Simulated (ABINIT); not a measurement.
## Quasiparticle gap of SrCl2 (Fm-3m) in ABINIT

How does a plane-wave GW calculation on SrCl2 (Fm-3m) run from the first input to the gap?

Calculated with ABINIT 10.8.3; PBE and many-body steps on it, plane waves.

Most raw output is cut from this account.

### Step 1. The starting structure

It takes space group Fm-3m (No. 225, cubic). Conventional cell: a = 6.977 Å, b = 6.977 Å, c = 6.977 Å, α = 90.00°, β = 90.00°, γ = 90.00°. Nearest to Sr lie 8 Cl at 3.02 Å. Nearest to Cl lie 4 Sr at 3.02 Å. Farther neighbours and most contacts between anions are not listed.

The cell and positions come from the Crystallography Open Database and are kept as given unless a step says otherwise.

### Step 2. Ground state

This step: ABINIT 10.8.3; DFT, PBE, plane waves, norm-conserving pseudopotentials.

The ground-state density comes first.

Contents of run.abi:

```
acell 3*1.0 Angstrom
rprim 
  -0.000000000000 3.488350000000 3.488350000000
  3.488350000000 -0.000000000000 3.488350000000
  3.488350000000 3.488350000000 -0.000000000000
ntypat 2
znucl 38 17
natom 3
typat 1 2 2
xred 
  0.000000000000 0.000000000000 0.000000000000
  0.250000000000 0.250000000000 0.250000000000
  0.750000000000 0.750000000000 0.750000000000
pp_dirpath "pseudos"
pseudos "Sr.upf, Cl.upf"
ecut 28
ngkpt 6 6 6
nshiftk 1
shiftk 0 0 0
kptopt 1
chksymbreak 0
nband 17
occopt 1
tolvrs 1e-10
nstep 60
prtwf 0
optforces 0
optstress 0
indata_prefix "in"
outdata_prefix "out"
tmpdata_prefix "tmp"
```

Started as:

```bash
$ OMP_NUM_THREADS=1 mpirun -n 4 abinit run.abi > log
```

Elapsed: 13 s, on 4 MPI ranks of Arm Neoverse V1, shared host; peak memory 0.34 GiB; 53 s of CPU time.

Numbers from this step:

- total energy: -1831.5037 eV
- gap: 5.343 eV
- k of the valence top: 0.5, 0.5, 0
- k of the conduction bottom: 0, 0, 0
- least direct gap: 5.512 eV

The gap is indirect, with the least direct gap 0.17 eV higher.

### Step 3. Bands along the symmetry lines

Levels along a band path, at the cheap level, show where the edges lie and whether the meshes to come will hold them.

Contents of run.abi:

```
acell 3*1.0 Angstrom
rprim 
  -0.000000000000 3.488350000000 3.488350000000
  3.488350000000 -0.000000000000 3.488350000000
  3.488350000000 3.488350000000 -0.000000000000
ntypat 2
znucl 38 17
natom 3
typat 1 2 2
xred 
  0.000000000000 0.000000000000 0.000000000000
  0.250000000000 0.250000000000 0.250000000000
  0.750000000000 0.750000000000 0.750000000000
pp_dirpath "pseudos"
pseudos "Sr.upf, Cl.upf"
ecut 28
iscf -2
irdden 1
kptopt 0
nkpt 50
kpt 
  0.00000000 0.00000000 0.00000000
  0.06250000 0.00000000 0.06250000
  0.12500000 0.00000000 0.12500000
  0.18750000 0.00000000 0.18750000
  0.25000000 0.00000000 0.25000000
  0.31250000 0.00000000 0.31250000
  0.37500000 0.00000000 0.37500000
  0.43750000 0.00000000 0.43750000
  0.50000000 0.00000000 0.50000000
  0.51562500 0.03125000 0.51562500
  0.53125000 0.06250000 0.53125000
  0.54687500 0.09375000 0.54687500
  0.56250000 0.12500000 0.56250000
  0.57812500 0.15625000 0.57812500
  0.59375000 0.18750000 0.59375000
  0.60937500 0.21875000 0.60937500
  0.62500000 0.25000000 0.62500000
  0.37500000 0.37500000 0.75000000
  0.32812500 0.32812500 0.65625000
  0.28125000 0.28125000 0.56250000
  0.23437500 0.23437500 0.46875000
  0.18750000 0.18750000 0.37500000
  0.14062500 0.14062500 0.28125000
  0.09375000 0.09375000 0.18750000
  0.04687500 0.04687500 0.09375000
  0.00000000 0.00000000 0.00000000
  0.06250000 0.06250000 0.06250000
  0.12500000 0.12500000 0.12500000
  0.18750000 0.18750000 0.18750000
  0.25000000 0.25000000 0.25000000
  0.31250000 0.31250000 0.31250000
  0.37500000 0.37500000 0.37500000
  0.43750000 0.43750000 0.43750000
  0.50000000 0.50000000 0.50000000
  0.50000000 0.46875000 0.53125000
  0.50000000 0.43750000 0.56250000
  0.50000000 0.40625000 0.59375000
  0.50000000 0.37500000 0.62500000
  0.50000000 0.34375000 0.65625000
  0.50000000 0.31250000 0.68750000
  0.50000000 0.28125000 0.71875000
  0.50000000 0.25000000 0.75000000
  0.50000000 0.21875000 0.71875000
  0.50000000 0.18750000 0.68750000
  0.50000000 0.15625000 0.65625000
  0.50000000 0.12500000 0.62500000
  0.50000000 0.09375000 0.59375000
  0.50000000 0.06250000 0.56250000
  0.50000000 0.03125000 0.53125000
  0.50000000 0.00000000 0.50000000
istwfk *1
nband 19
nbdbuf 2
tolwfr 1e-08
nstep 40
prtwf 0
prtvol 0
indata_prefix "in"
outdata_prefix "out"
tmpdata_prefix "tmp"
```

The job ended after 21 s (4 MPI ranks; peak memory 0.32 GiB).

This step gave:

* gap: 5.343 eV
* k of the valence top: 0.5, 0, 0.5
* k of the conduction bottom: 0, 0, 0
* least direct gap: 5.512 eV

The gap is 5.343 eV, as in the run before at this level.

The electronic bands at the labelled points (eV, zero at the top of the highest filled band):

```csv
point,band 9,band 10,band 11,band 12,band 13,band 14,band 15,band 16
Γ,-2.12,-0.33,-0.33,-0.33,5.34,6.11,6.11,8.97
halfway,-1.72,-1.19,-0.33,-0.33,6.06,6.67,6.79,8.09
X,-1.87,-0.40,-0.40,0.00,5.51,7.05,7.64,8.02
halfway,-1.83,-0.48,-0.43,-0.03,5.65,7.07,7.55,7.75
U,-1.71,-0.71,-0.53,-0.11,5.96,7.14,7.35,7.60
jump to K,-1.71,-0.71,-0.53,-0.11,5.96,7.14,7.35,7.60
halfway,-1.43,-1.31,-0.96,-0.30,6.39,6.66,6.72,8.09
Γ,-2.12,-0.33,-0.33,-0.33,5.34,6.11,6.11,8.97
halfway,-1.75,-0.92,-0.64,-0.64,6.45,6.50,6.50,7.78
L,-1.49,-1.31,-1.04,-1.04,6.73,6.73,7.53,7.85
halfway,-1.39,-1.15,-0.55,-0.53,6.33,6.94,7.40,7.73
W,-1.21,-1.21,-0.31,-0.10,6.24,7.02,7.23,7.23
halfway,-1.69,-0.65,-0.36,-0.04,5.79,7.09,7.43,7.58
X,-1.87,-0.40,-0.40,0.00,5.51,7.05,7.64,8.02
```

### Step 4. Empty states on the mesh, 2×2×2 mesh, 50 bands

The sums over transitions need many empty states on a uniform mesh; this step solves for them.

Contents of run.abi:

```
acell 3*1.0 Angstrom
rprim 
  -0.000000000000 3.488350000000 3.488350000000
  3.488350000000 -0.000000000000 3.488350000000
  3.488350000000 3.488350000000 -0.000000000000
ntypat 2
znucl 38 17
natom 3
typat 1 2 2
xred 
  0.000000000000 0.000000000000 0.000000000000
  0.250000000000 0.250000000000 0.250000000000
  0.750000000000 0.750000000000 0.750000000000
pp_dirpath "pseudos"
pseudos "Sr.upf, Cl.upf"
ecut 28
ngkpt 2 2 2
nshiftk 1
shiftk 0 0 0
kptopt 1
chksymbreak 0
iscf -2
irdden 1
istwfk *1
nband 50
nbdbuf 4
tolwfr 1e-09
nstep 60
prtvol 0
indata_prefix "in"
outdata_prefix "out"
tmpdata_prefix "tmp"
```

Wall time 7.2 s (4 MPI ranks); peak memory 0.27 GiB.

This step gave:

| Property | Result |
| --- | --- |
| gap | 5.343 eV |
| k of the valence top | 0.5, 0.5, 0 |
| k of the conduction bottom | 0, 0, 0 |
| least direct gap | 5.512 eV |
| k points computed | 3 |
| lowest point of the top converged band, above the valence top | 27.00 eV |

On this mesh the gap is 5.343 eV.

### Step 5. Screening, 2×2×2 mesh, 46 bands, screening to 87.1 eV

The RPA dielectric matrix is built and inverted for each q.

This step: RPA screening on PBE, plane waves, norm-conserving pseudopotentials.

run.abi: that of step 4 with these lines changed.

```diff
@@ -21,10 +21,11 @@
 chksymbreak 0
-iscf -2
-irdden 1
 istwfk *1
-nband 50
-nbdbuf 4
-tolwfr 1e-09
-nstep 60
-prtvol 0
+occopt 1
+irdwfk 1
+optdriver 3
+nband 46
+ecuteps 3.2
+inclvkb 2
+awtr 1
+symchi 1
 indata_prefix "in"
```

It took 3.5 s on 4 MPI ranks; peak memory 0.47 GiB.

Numbers from this step:

- ε∞ with local fields, on this mesh, along the program's q direction: 2.888
- the same without local fields: 3.397
- plasma frequency: 19.74 eV
- plane waves in the screening matrix: 169

Local fields lower ε∞ by 15 %. On a Γ-centred mesh this coarse the value itself is usually too large, while a short band sum pulls it down.

### Step 6. Self-energy, 2×2×2 mesh, 46 bands, screening to 87.1 eV

The self-energy is evaluated for the states that the input lists, and the levels follow from it, in one-shot runs by the linearised quasiparticle equation.

This step: G0W0 on PBE, plane waves, norm-conserving pseudopotentials.

run.abi: that of step 5 with these lines changed.

```diff
@@ -24,8 +24,17 @@
 irdwfk 1
-optdriver 3
+optdriver 4
 nband 46
+gwcalctyp 0
+ecutsigx 28
+symsigma 1
+nkptgw 2
+kptgw 
+  0.5000000000 0.5000000000 0.0000000000
+  0.0000000000 0.0000000000 0.0000000000
+bdgw 
+  10 14
+  10 15
 ecuteps 3.2
-inclvkb 2
-awtr 1
-symchi 1
+irdscr 1
+ppmodel 1
 indata_prefix "in"
```

Run time: 3.6 s. Hardware: 4 MPI ranks; peak memory 0.56 GiB; 14 s of CPU time.

Numbers from this step:

```
G0W0 gap on the points computed              : 7.216 eV
starting gap on the mesh                     : 5.343 eV
k of the valence top                         : 0.5, 0.5, 0
k of the conduction bottom                   : 0, 0, 0
Z at the valence top                         : 0.816
Z at the conduction bottom                   : 0.867
least direct G0W0 gap on the computed points : 7.631 eV
```

The gap on the mesh goes from 5.34 eV to 7.22 eV, a correction of +1.87 eV.

Limits: finite bands, cutoff and mesh; no spin-orbit coupling; coarse k mesh. v1 is the top filled band, c1 the lowest empty one. Levels before and after the correction, in eV, zero at the valence-band top of each column:

```
           conduction bottom  valence top
Kohn-Sham               5.34         0.00
     G0W0               7.22         0.00
```

```csv
,level,energy (eV)
Kohn-Sham,(0.5 0.5 0) v3-v2,-0.396
Kohn-Sham,(0.5 0.5 0) v1,0.000
Kohn-Sham,(0.5 0.5 0) c1,5.512
Kohn-Sham,(0.5 0.5 0) c2,7.054
Kohn-Sham,Γ v3-v1,-0.334
Kohn-Sham,Γ c1,5.343
Kohn-Sham,Γ c2-c3,6.108
G0W0,(0.5 0.5 0) v3-v2,-0.440
G0W0,(0.5 0.5 0) v1,0.000
G0W0,(0.5 0.5 0) c1,7.848
G0W0,(0.5 0.5 0) c2,10.179
G0W0,Γ v3-v1,-0.415
G0W0,Γ c1,7.216
G0W0,Γ c2-c3,8.925
```

### Step 7. Where the time went

Times are wall times on 4 MPI ranks of Arm Neoverse V1, shared host, good to a factor of about two.

```
                          step   time  share  memory (GiB)
                  ground state   13 s   27 %          0.34
bands along the symmetry lines   21 s   43 %          0.32
      empty states on the mesh  7.2 s   15 %          0.27
                     screening  3.5 s    7 %          0.47
                   self-energy  3.6 s    7 %          0.56
```

### Step 8. What came out

```yaml
pbe_gap: 5.34 eV, indirect
g0w0_gap_on_the_mesh: 7.22 eV
gw_settings: 2×2×2 mesh, 46 bands, screening to 87.1 eV, Godby-Needs plasmon pole
known_limits: not at the basis limit; no spin-orbit coupling; coarse k mesh
```

What this shows: G0W0 moves the gap on the mesh from 5.34 eV to 7.22 eV (+1.87 eV), with Z of 0.82 and 0.87 at the edges. Local fields lower the RPA ε∞ on this mesh from 3.40 to 2.89; a Γ-centred mesh this coarse tends to raise both, most where the direct gap is narrow, while a short band sum lowers them. Only 2 of the mesh's irreducible points were corrected, so a valley elsewhere could overtake. The dearest step here is «bands along the symmetry lines». Bands and cutoff are finite, so the gap is not at the basis limit. The miss can reach some tenths of an eV and take either sign; the mesh is an error of its own. In the G0W0 run levels were corrected at 2 k points alone, so a gap called «on the mesh» is the least over those, and an edge elsewhere would be missed. The 2×2×2 mesh is coarse for this cell, which bears on the long-range parts of exchange and screening. The many-body steps are scalar-relativistic: spin-orbit coupling is not in them.

[Paths, hosts, dates, memory and timing lines, banners, echoed tables and standing remarks are left out of the program output.]

[Logs are printed without paths, hosts, clocks, repeated set-up lines and the standing remarks that a program may print on its own settings, such as how far it seeks lower states.]

[Runs of the session that timed out or met a known fault of the program may be left out.]

[Hosts, paths, dates, database ids (printed as entryN), source tags and the programs' standing remarks are cut or masked in the printed files.]

[G0W0 gaps are taken among the corrected bands and points alone; a level outside them can change the order at an edge.]

[Where Ansatz stands beside ABINIT at settings called matched, ABINIT's density can come from a denser mesh and the files from another edition; pairs whose starting gaps differed by over 0.03 eV were left out, so agreement reads better than it is.]
